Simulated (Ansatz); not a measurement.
# LiSc3 (built on the sites of a database entry of LiAl3): a soft mode frozen in, part 2 of 2

Which phase does LiSc3 (built on the sites of a database entry of LiAl3) fall into along its unstable mode, and how much energy does it gain?

Ansatz 0.2.0; DFT PBEsol, scalar-relativistic, plane waves, PAW.

So far, highest frequency on the path or at a solved wavevector (cm⁻¹): step 2 (response at finite wavevector) 320. Also lowest frequency on the path (cm⁻¹): step 2 -127.

The structure was built from a prototype and need not be the compound's stable phase.

## 5. Energy along the mode, all amplitudes (two of the runs are shown above)

An imaginary frequency means negative curvature, so the energy should fall and then rise again as anharmonic terms take over.

This step gave:

| Item | Value |
| --- | --- |
| depth at the lowest point sampled | 82.23 meV/atom |
| largest atomic shift at that point | 0.6 Å |

Table of energy from the parent by largest atomic shift:

```csv
largest atomic shift (Å),energy from the parent (meV/atom)
0.000,0
0.040,-1.14
0.080,-4.48
0.140,-13.1
0.220,-29.6
0.320,-54.4
0.450,-81.6
0.600,-82.2
```

Displacement at unit largest shift by atom:

```csv
atom,x (Å),y (Å),z (Å),size
Li1,0.00,0.00,0.00,0.00
Li2,0.00,0.00,0.00,0.00
Sc3,1.00,0.00,0.00,1.00
Sc4,-1.00,0.00,0.00,1.00
Sc5,0.00,0.00,0.00,0.00
Sc6,0.00,0.00,0.00,0.00
Sc7,0.00,0.00,-1.00,1.00
Sc8,0.00,0.00,1.00,1.00
```

The lowest of the steps tried is the last one, at 0.6 Å, 82.2 meV/atom below the parent; the bottom of the well need not coincide with a step.

## 6. Relaxation from the frozen mode

Starting from the lowest point found, all atoms and the cell are let go, so that strain and other modes of the same symmetry can join in.

Contents of input.yaml:

```yaml
crystal:
  lattice:
    - [4.4755295906, 4.4755295906, 0.0]
    - [4.4755295906, 0.0, 4.4755295906]
    - [4.4755295906, 0.0, -4.4755295906]
  atoms:
    - { symbol: Li, position: [0.0, 0.5, 0.5] }
    - { symbol: Li, position: [0.0, 0.0, 0.0] }
    - { symbol: Sc, position: [0.5, 0.5670311734, 0.5670311734] }
    - { symbol: Sc, position: [0.5, -0.0670311734, -0.0670311734] }
    - { symbol: Sc, position: [0.0, 0.5, 0.0] }
    - { symbol: Sc, position: [0.0, 0.0, 0.5] }
    - { symbol: Sc, position: [0.5, 0.4329688266, 0.0670311734] }
    - { symbol: Sc, position: [0.5, 0.0670311734, 0.4329688266] }
kpoints:
  mp_grid: { grid: [8, 8, 8] }
hamiltonian:
  xc: pbesol
scf:
  occupations: { method: methfessel_paxton, width: 0.2 }
output:
  forces: true
  stress: true
  eigenvalues: true
relax:
  adjacent_minimum: "off"
  f_tol: 0.002
  max_steps: 120
  cell: { stress_tol: 0.03 }
```

On the command line:

```console
$ ansatz run input.yaml --threads 4 --pin off --max-ram 14336MiB --backend cpu --events-out ev --progress --plain --runs-dir out
```

Numbers of over 12 decimals in the logs are rounded to 6 here.

Output:

```text
[...]
Crystal: 8 atoms, lattice volume = 179.293 Å³
Basis set: ecut = 420 eV, 3479 PW (Γ), exchange–correlation on 90×90×90 points (8 copies of the dense FFT grid, shifted against one another)
Bands: 44, of which v1, the nominal top of the filled ones, is band 36 counted from 1 (35 counted from 0)
Symmetry: 16 space group operations
[...]
k-points: 59 of 512
[...]
SCF iter   1: F=—  HF=-13073.025965 eV  |F-HF|=—  |Δ(HF+E_count)|=         —  Δρ=7.17e-3  dr2=1.70e-1  ethr=1.77e-3  ⟨swp⟩=7.7  Hψ=11681  notcnv=0
[...]
SCF iter   7: F=-13072.985824 eV  HF=-13072.985824 eV  |F-HF|=1.46e-8  |Δ(HF+E_count)|=   8.37e-8  S|Δr|=    0.00e0  Δρ=2.90e-6  dr2=2.61e-8  ethr=1.39e-10  ⟨swp⟩=7.7  Hψ=9469  notcnv=0
SCF 1 converged in 7 iterations: F = -13072.985824 eV  dr2 = 2.61e-8
[...]
relax step   1: F+E_penalty+E_count = -13072.98582440 eV  Δ(F+E_penalty+E_count) = +0.000e0 eV  max|allowed force component| = 3.282e-1 eV/Å  Δτ_max = 0.0000 Å  P = -1.353 GPa  Ω = 179.293 Å³  (7 SCF iters, dr2 threshold 1.00e-7 eV, accepted)
Crystal: 8 atoms, lattice volume = 167.627 Å³
Basis set: ecut = 420 eV, 3327 PW (Γ), exchange–correlation on 90×90×90 points (8 copies of the dense FFT grid, shifted against one another)
[...]
SCF iter   6: F=-13072.979974 eV  HF=-13072.979974 eV  |F-HF|=5.02e-8  |Δ(HF+E_count)|=   1.04e-7  S|Δr|=    0.00e0  Δρ=7.68e-6  dr2=1.13e-7  ethr=1.11e-9  ⟨swp⟩=7.1  Hψ=9534  notcnv=0
SCF 2 converged in 6 iterations: F = -13072.979974 eV  dr2 = 1.13e-7
relax step   2: F+E_penalty+E_count = -13072.97997357 eV  Δ(F+E_penalty+E_count) = +5.851e-3 eV  max|allowed force component| = 5.499e-1 eV/Å  Δτ_max = 0.1709 Å  P = +2.456 GPa  Ω = 167.627 Å³  energy of the carried Pulay correction = +7.778e-4 eV  (6 SCF iters, dr2 threshold 8.00e-7 eV, rejected (line search))
Crystal: 8 atoms, lattice volume = 175.062 Å³
Basis set: ecut = 420 eV, 3423 PW (Γ), exchange–correlation on 90×90×90 points (8 copies of the dense FFT grid, shifted against one another)
[...]
SCF iter   9: F=-13073.148552 eV  HF=-13073.148552 eV  |F-HF|=5.46e-12  |Δ(HF+E_count)|=  1.82e-12  S|Δr|=    0.00e0  Δρ=6.10e-8  dr2=8.36e-12  ethr=1.00e-12  ⟨swp⟩=6.7  Hψ=11113  notcnv=0
SCF 3 converged in 9 iterations: F = -13073.148552 eV  dr2 = 8.36e-12
relax step   3: F+E_penalty+E_count = -13073.14855249 eV  Δ(F+E_penalty+E_count) = -1.627e-1 eV  max|allowed force component| = 4.625e-2 eV/Å  Δτ_max = 0.0557 Å  P = -0.117 GPa  Ω = 175.062 Å³  energy of the carried Pulay correction = +2.721e-4 eV  (9 SCF iters, accepted)
[...]
relax step   4: F+E_penalty+E_count = -13073.19023225 eV  Δ(F+E_penalty+E_count) = -4.168e-2 eV  max|allowed force component| = 2.414e-2 eV/Å  Δτ_max = 0.0167 Å  P = +0.048 GPa  Ω = 174.751 Å³  energy of the carried Pulay correction = +2.926e-4 eV  (5 SCF iters, dr2 threshold 8.00e-7 eV, accepted)
[...]
relax step   5: F+E_penalty+E_count = -13073.20088905 eV  Δ(F+E_penalty+E_count) = -1.066e-2 eV  max|allowed force component| = 5.600e-4 eV/Å  Δτ_max = 0.0121 Å  P = +0.049 GPa  Ω = 174.975 Å³  energy of the carried Pulay correction = +2.778e-4 eV  (5 SCF iters, dr2 threshold 8.00e-7 eV, accepted)
[...]
relax step   6: F+E_penalty+E_count = -13073.20094783 eV  Δ(F+E_penalty+E_count) = -5.878e-5 eV  max|allowed force component| = 2.249e-3 eV/Å  Δτ_max = 0.0001 Å  P = -0.021 GPa  Ω = 175.256 Å³  energy of the carried Pulay correction = +2.594e-4 eV  (4 SCF iters, dr2 threshold 2.64e-8 eV, accepted)
[...]
relax step   7: F+E_penalty+E_count = -13073.20096046 eV  Δ(F+E_penalty+E_count) = -1.263e-5 eV  max|allowed force component| = 4.608e-5 eV/Å  Δτ_max = 0.0004 Å  P = -0.000 GPa  Ω = 175.176 Å³  energy of the carried Pulay correction = +2.647e-4 eV  (5 SCF iters, dr2 threshold 3.16e-10 eV, accepted)
[...]
SCF iter   5: F=-13073.200670 eV  HF=-13073.200670 eV  |F-HF|=1.82e-12  |Δ(HF+E_count)|=  2.36e-11  S|Δr|=    0.00e0  Δρ=5.58e-8  dr2=8.44e-12  ethr=1.00e-12  ⟨swp⟩=5.2  Hψ=10196  notcnv=0
SCF 8 converged in 5 iterations: F = -13073.200670 eV  dr2 = 8.44e-12
relax step   8: F+E_penalty+E_count = -13073.20067015 eV  Δ(F+E_penalty+E_count) = +2.903e-4 eV  max|allowed force component| = 4.463e-5 eV/Å  Δτ_max = 0.0000 Å  P = -0.002 GPa  Ω = 175.176 Å³  stress off target by 1.87e-3 GPa  SCF on the basis re-selected at this cell (its energy is not comparable with the rows above)  (5 SCF iters)
basis re-selected at this cell: Δ(F+E_penalty+E_count) = +2.903e-4 eV, ΔP = -0.001 GPa vs the last step (what re-selecting the basis moved, of the pressure what is left beyond the Pulay correction that the steps carried, after the strain that the cell walked since its last selection, with what the two solves' SCF thresholds leave and, on support functions, any second-order correction that the steps lacked; it is no m [...]
SCF converged after 5 iterations
[...]
Free energy (F): -13073.200670 eV
[...]
Internal energy: -13073.250171 eV  (E = F + TS)
E sigma→0 (E₀):  -13073.213045 eV
Entropy (-TS):   0.049501 eV (6.188 meV/atom)
Fermi energy:    8.133248 eV
[...]
--- Forces (eV/Å), atoms counted from 1 ---
  atom   1  Li     0.00000000    -0.00000000     0.00000000
  atom   2  Li     0.00000000     0.00000000    -0.00000000
  atom   3  Sc     0.00004463    -0.00000000     0.00000000
  atom   4  Sc    -0.00004463     0.00000000    -0.00000000
  atom   5  Sc    -0.00000000     0.00000000    -0.00000000
  atom   6  Sc    -0.00000000    -0.00000000     0.00000000
  atom   7  Sc     0.00000000     0.00000000    -0.00004463
  atom   8  Sc     0.00000000    -0.00000000     0.00004463
  max |Σ_I F_I| component: 1.73e-18 eV/Å
--- Stress (GPa, compression-positive) ---
       -0.001871      -0.000000       0.000000
       -0.000000      -0.001042       0.000000
        0.000000       0.000000      -0.001871
  P = ⅓ Tr σ = -0.0016 GPa (-0.016 kbar)
--- Band table (eV; the first three rows and the last of 59) ---
  k-point 0: bands = [... 32 lower, 7.5343, 7.5916, 7.5916, 7.7937, 8.2804, 8.4378, 8.8043, 8.8043, ... 4 higher]
  k-point 1: bands = [... 32 lower, 7.5446, 7.6072, 7.7380, 7.7641, 8.2064, 8.4546, 8.6679, 8.7738, ... 4 higher]
  k-point 2: bands = [... 32 lower, 7.5100, 7.6550, 7.6864, 7.7958, 8.2335, 8.4242, 8.4552, 8.6545, ... 4 higher]
  k-point 58: bands = [... 32 lower, 7.4589, 7.6310, 8.0412, 8.0412, 8.4006, 8.7621, 8.7621, 8.8011, ... 4 higher]
--- Relaxed structure (7 steps of the walk, 6 accepted, 1 SCFs on fresh bases) ---
  F+E_penalty+E_count = -13073.20067015 eV   max|allowed force component| = 4.463e-5 eV/Å   (the final SCF, on the basis selected at the relaxed cell)
  cell:  # Å, volume = 175.1755 Å³
    - [4.287190, 4.765384, 0.0]
    - [4.287190, 0, 4.287190]
    - [4.287190, 0, -4.287190]
  atoms:
    - { symbol: Li, position: [0, 0.5, 0.5] }
    - { symbol: Li, position: [0, 0, 0] }
    - { symbol: Sc, position: [0.500000, 0.564064, 0.564064] }
    - { symbol: Sc, position: [0.500000, -0.064064, -0.064064] }
    - { symbol: Sc, position: [0, 0.5, 0.0] }
    - { symbol: Sc, position: [0, 0.0, 0.5] }
    - { symbol: Sc, position: [0.500000, 0.435936, 0.064064] }
    - { symbol: Sc, position: [0.500000, 0.064064, 0.435936] }
```

Elapsed: 51 s, on 4 threads of Arm Neoverse V2, shared host; peak memory 0.79 GiB.

Step by step:

```csv
step,energy less that of the first step (eV),largest force component (eV/Å),pressure (GPa),volume (Å³)
1,0.0000,0.3282,-1.35,179.29
2,0.0058,0.5499,2.46,167.63
3,-0.1627,0.0462,-0.12,175.06
4,-0.2044,0.0241,0.05,174.75
5,-0.2151,0.0006,0.05,174.97
6,-0.2151,0.0022,-0.02,175.26
7,-0.2151,0.0000,0.00,175.18
8*,-0.2148,0.0000,0.00,175.18
```

Relaxation steps marked * repeat the geometry before them on a plane-wave basis chosen anew for their cell, so energy and pressure can jump there. Relaxation step 2 was tried and not accepted.

Forces are held to the 16 operations that the run works with; a distortion that breaks them can't arise in this run.

```csv
"conventional cell, symmetrised",before,after,change
a (Å),6.329,6.063,-4.2 %
b (Å),6.329,6.063,-4.2 %
c (Å),8.951,9.531,+6.5 %
volume (Å³/atom),22.41,21.90,-2.3 %
```

The atoms that moved most (Å, as changes of fractional coordinates times the final cell):

```csv
atom,dx,dy,dz,length
Sc8,0.000,0.000,-0.025,0.025
Sc7,0.000,0.000,0.025,0.025
Sc4,0.025,0.000,0.000,0.025
Sc3,-0.025,0.000,0.000,0.025
```

Final coordinates:

```cif
data_structure
_symmetry_space_group_name_H-M 'P 1'
_symmetry_Int_Tables_number 1
_cell_length_a 6.4101
_cell_length_b 6.0630
_cell_length_c 6.0630
_cell_angle_alpha 90.000
_cell_angle_beta 61.775
_cell_angle_gamma 61.775
_cell_volume 175.18
loop_
_atom_site_label
_atom_site_type_symbol
_atom_site_fract_x
_atom_site_fract_y
_atom_site_fract_z
_atom_site_occupancy
Li1 Li 0.00000 0.50000 0.50000 1
Li2 Li 0.00000 0.00000 0.00000 1
Sc3 Sc 0.50000 0.56406 0.56406 1
Sc4 Sc 0.50000 0.93594 0.93594 1
Sc5 Sc 0.00000 0.50000 0.00000 1
Sc6 Sc 0.00000 0.00000 0.50000 1
Sc7 Sc 0.50000 0.43594 0.06406 1
Sc8 Sc 0.50000 0.06406 0.43594 1
```

Numbers from this step:

```
pressure        : -0.001595 GPa
volume per atom : 21.90 Å³
```

The distorted start has space group I4/mcm; the relaxation ends in I4/mcm.

## 7. The new phase in its own primitive cell

The relaxed structure is symmetrised, reduced to its primitive cell and relaxed tightly, as its phonons need.

Contents of input.yaml:

```yaml
crystal:
  lattice:
    - [-3.0315014478, 3.0315014478, 4.7653839463]
    - [3.0315014478, -3.0315014478, 4.7653839463]
    - [3.0315014478, 3.0315014478, -4.7653839463]
  atoms:
    - { symbol: Li, position: [0.25, 0.75, 0.5] }
    - { symbol: Li, position: [0.75, 0.25, 0.5] }
    - { symbol: Sc, position: [0.1859362225, 0.6859362225, 0.871872445] }
    - { symbol: Sc, position: [0.8140637775, 0.3140637775, 0.128127555] }
    - { symbol: Sc, position: [0.75, 0.75, 0.0] }
    - { symbol: Sc, position: [0.25, 0.25, 0.0] }
    - { symbol: Sc, position: [0.6859362225, 0.8140637775, 0.5] }
    - { symbol: Sc, position: [0.3140637775, 0.1859362225, 0.5] }
kpoints:
  mp_grid: { grid: [8, 8, 8] }
hamiltonian:
  xc: pbesol
scf:
  occupations: { method: methfessel_paxton, width: 0.2 }
output:
  forces: true
  stress: true
  eigenvalues: true
relax:
  adjacent_minimum: "off"
  f_tol: 0.001
  max_steps: 60
  cell: { stress_tol: 0.01 }
```

Output:

```text
[...]
Crystal: 8 atoms, lattice volume = 175.176 Å³
Basis set: ecut = 420 eV, 3415 PW (Γ), exchange–correlation on 90×90×90 points (8 copies of the dense FFT grid, shifted against one another)
Bands: 44, of which v1, the nominal top of the filled ones, is band 36 counted from 1 (35 counted from 0)
Symmetry: 16 space group operations
[...]
k-points: 59 of 512
[...]
- [3.0315014478, 3.0315014478, -4.7653839463]
  atoms:
    - { symbol: Li, position: [0.25, 0.75, 0.5] }
    - { symbol: Li, position: [0.75, 0.25, 0.5] }
    - { symbol: Sc, position: [0.1859362225, 0.6859362225, 0.871872] }
    - { symbol: Sc, position: [0.814064, 0.314064, 0.128128] }
    - { symbol: Sc, position: [0.750000, 0.750000, 0.0] }
    - { symbol: Sc, position: [0.25, 0.25, 0.0] }
    - { symbol: Sc, position: [0.685936, 0.814064, 0.5] }
    - { symbol: Sc, position: [0.314064, 0.185936, 0.5] }
[key lines of the parts left out:]
SCF converged after 5 iterations
Free energy (F): -13073.200670 eV
Fermi energy:    8.133249 eV
P = ⅓ Tr σ = -0.0016 GPa (-0.016 kbar)
```

Elapsed: 13 s, on 4 threads; peak memory 0.78 GiB; 51 s of CPU time.

Little changed from the start: no atom moved by 0.005 Å and no cell edge by 0.1 %.

This step gave:

```
pressure : -0.001594 GPa
```

The largest force component left is 0.032 meV/Å and the pressure is -0.002 GPa, within the tolerances set. The cell now holds 21.90 Å³/atom.

## 8. Modes of the new phase, k-mesh 8×8×8

A relaxed structure may still be a saddle point, so its zone-centre modes are computed. No field response is asked, since the mesh shows no gap.

Edit input.yaml of step 7 so:

```diff
@@ -21,9 +21,4 @@
 output:
-  forces: true
-  stress: true
   eigenvalues: true
-relax:
-  adjacent_minimum: "off"
-  f_tol: 0.001
-  max_steps: 60
-  cell: { stress_tol: 0.01 }
+phonons:
+  method: dfpt
```

Output:

```text
[...]
Crystal: 8 atoms, lattice volume = 175.176 Å³
Basis set: ecut = 420 eV, 3415 PW (Γ), exchange–correlation on 96×96×96 points (8 copies of the dense FFT grid, shifted against one another)
Bands: 44, of which v1, the nominal top of the filled ones, is band 36 counted from 1 (35 counted from 0)
Symmetry: 16 space group operations
k-points: 260 of 512 (irreducible under 1 space group operation, time reversal used)
[...]
SCF iter   1: F=—  HF=-13073.233338 eV  |F-HF|=—  |Δ(HF+E_count)|=         —  Δρ=6.99e-3  dr2=1.44e-1  ethr=1.77e-3  ⟨swp⟩=6.5  Hψ=104863  notcnv=0
[...]
SCF iter  10: F=-13073.200670 eV  HF=-13073.200670 eV  |F-HF|=0.00e0  |Δ(HF+E_count)|=  1.82e-12  S|Δr|=    0.00e0  Δρ=2.19e-8  dr2=6.67e-13  ethr=1.00e-12  ⟨swp⟩=9.5  Hψ=52324  notcnv=0
SCF 1 converged in 10 iterations: F = -13073.200670 eV  dr2 = 6.67e-13
[...]
DFPT response loops at Γ: preconditioner auto → Kerker (q_TF=auto, 2.353 Å⁻¹) (partly filled bands, converged f_vac=0.000); β = 1.00, the filter's whole step (`scf.mixing.beta` (0.50) is not read by the response loops under this deck's `scf.mixing.preconditioner`; to damp them name `kerker` or `kerker_dos`, under which they read `scf.mixing.beta`, and type it under 1.00, their step now; both keys bind the ground state too); Broyden in place of MSR1
SCF converged after 10 iterations
[...]
Free energy (F): -13073.200670 eV
[...]
Internal energy: -13073.250171 eV  (E = F + TS)
E sigma→0 (E₀):  -13073.213045 eV
Entropy (-TS):   0.049501 eV (6.188 meV/atom)
Fermi energy:    8.133248 eV
Step filling:    the computed levels leave a gap of 0.0000 eV = 0.0 smearing widths at the electron count; against every level under it full and every level over it empty, smearing changes F+E_penalty+E_count by +14.306 meV and its σ→0 estimate by +1.930 meV
[...]
--- Band table (eV; the first three rows and the last of 260) ---
  k-point 0: bands = [... 32 lower, 7.5343, 7.5916, 7.5916, 7.7937, 8.2804, 8.4378, 8.8043, 8.8043, ... 12 higher]
  k-point 1: bands = [... 32 lower, 7.5064, 7.5821, 7.7519, 7.8643, 8.1489, 8.5289, 8.6369, 8.6870, ... 12 higher]
  k-point 2: bands = [... 32 lower, 7.1251, 7.5800, 7.9019, 7.9055, 8.2646, 8.5101, 8.5514, 8.5560, ... 12 higher]
  k-point 259: bands = [... 32 lower, 7.4589, 7.6310, 8.0412, 8.0412, 8.4006, 8.7621, 8.7621, 8.8011, ... 12 higher]
--- Phonons (Γ-DFPT): 6 representative perturbations + reference, on 260 of 512 k-points (Σ response iterations 22) ---
  k mesh reduced under 1 symmetry operation, with k and −k counted as one. Each operation leaves every solved perturbation unchanged. A smaller set is not used because it would not reduce the number of displacements times k-points to solve
  ASR residual: 1.910e-5 → 0.000e0 eV/Å²; symmetrization residual: 2.326e-6 eV/Å²
  ASR residual per site (eV/Å²): 4.82e-6 4.82e-6 1.13e-5 1.13e-5 1.91e-5 1.91e-5 1.13e-5 1.13e-5
  Γ frequencies (cm⁻¹): 0.00 0.00 0.00 53.48 53.48 120.57 141.61 158.52 158.52 160.26 160.26 181.46 181.96 207.24 238.58 238.58 238.62 248.21 348.95 348.95 352.50 352.50 393.31 395.98
  non-analytic LO–TO correction: not included (Born effective charges unavailable; polar crystals: no LO–TO splitting at Γ)
```

Run time: 8.7 min. Hardware: 4 threads; peak memory 7.3 GiB; 34 min of CPU time.

Numbers from this step:

```
sum-rule residual before enforcement                    : 1.91e-5 eV/Å²
point group                                             : 4/mmm
highest optical mode at the zone centre (no LO-TO term) : 396.0 cm⁻¹
lowest optical zone-centre mode                         : 53.48 cm⁻¹
```

Patterns of degenerate modes are one choice out of their space. The modes at Γ (shares of kinetic energy by element, %):

```csv
mode,frequency (cm⁻¹),symmetry,Li %,Sc %
1,0.0,acoustic,5,95
2,0.0,acoustic,5,95
3,0.0,acoustic,5,95
4,53.5,Eg,1,99
5,53.5,Eg,1,99
6,120.6,A2g,0,100
7,141.6,B1g,0,100
8,158.5,Eu,2,98
9,158.5,Eu,2,98
10,160.3,Eg,16,84
11,160.3,Eg,16,84
12,181.5,B1u,0,100
13,182.0,A1g,0,100
14,207.2,A2u,2,98
15,238.6,Eu,2,98
16,238.6,Eu,2,98
17,238.6,B2g,4,96
18,248.2,A2g,0,100
19,348.9,Eg,83,17
20,348.9,Eg,83,17
21,352.5,Eu,91,9
22,352.5,Eu,91,9
23,393.3,A2u,93,7
24,396.0,B2g,96,4
```

Displacements in mode 5 (53.5 cm⁻¹), the largest set to 1:
```
Li1  0.02  0.31  0.00
Li2 -0.02 -0.31  0.00
Sc3  0.00  0.00  0.57
Sc4  0.00  0.00 -0.57
Sc5 -0.05  1.00  0.00
Sc6  0.05 -1.00  0.00
Sc7  0.00  0.00 -0.52
Sc8  0.00  0.00  0.52
```

Displacements in mode 6 (120.6 cm⁻¹), the largest set to 1:
```
Li1  0.00  0.00  0.00
Li2  0.00  0.00  0.00
Sc3 -0.32  0.32  0.00
Sc4  0.32 -0.32  0.00
Sc5  0.00  0.00  1.00
Sc6  0.00  0.00 -1.00
Sc7 -0.32 -0.32  0.00
Sc8  0.32  0.32  0.00
```

Before it was imposed, the acoustic sum rule was missed by 1.9e-5 eV/Å². Small misses are needed for a sound result but don't prove that mesh and cutoff are converged. The lowest optical mode is real, 53.5 cm⁻¹.

## 9. Results

- unstable mode of the parent: q = (-0.5, -0.5, -0.5), 127i cm⁻¹
- depth at the lowest point sampled: 82.2 meV/atom
- largest atomic shift at that point: 0.6 Å
- space group reached (within 0.01 Å): I4/mcm
- energy gained over the parent (first relaxation, on the mesh of the frozen mode): 109 meV/atom
- volume per atom, phase reached: 21.9 Å³
- lowest optical zone-centre mode, phase reached: 53.5 cm⁻¹
- highest optical mode at the zone centre (no LO-TO term), phase reached: 396 cm⁻¹

What this shows: Along this mode the structure falls into I4/mcm, 109 meV/atom below the parent. At the parent's cell the well is 82.23 meV/atom deep on the steps tried, with its lowest point at a shift of 0.6 Å. That is the last step tried, so the steps alone don't bracket the bottom of the well. Relaxing atoms and cell changes the gain by +27.20 meV/atom against the lowest step (energies at zero smearing). The new phase has no imaginary mode at the zone centre of its cell; other wavevectors were not checked. Of the 4 patterns followed to their end from this parent, this one reaches the lowest energy. Each path keeps the symmetry of its pattern, so a lower phase may lie along a pattern not tried. With no gap, or one that is small against the smearing, the frequencies hang on the k mesh and the smearing, most of all near Kohn anomalies. The starting cell was built on a prototype and not taken from a measurement, so the phase need not exist.

[Logs are printed without paths, hosts, clocks, repeated set-up lines and the standing remarks that a program may print on its own settings, such as how far it seeks lower states.]

[Hosts, paths, dates, database ids (printed as entryN), source tags and the programs' standing remarks are cut or masked in the printed files.]
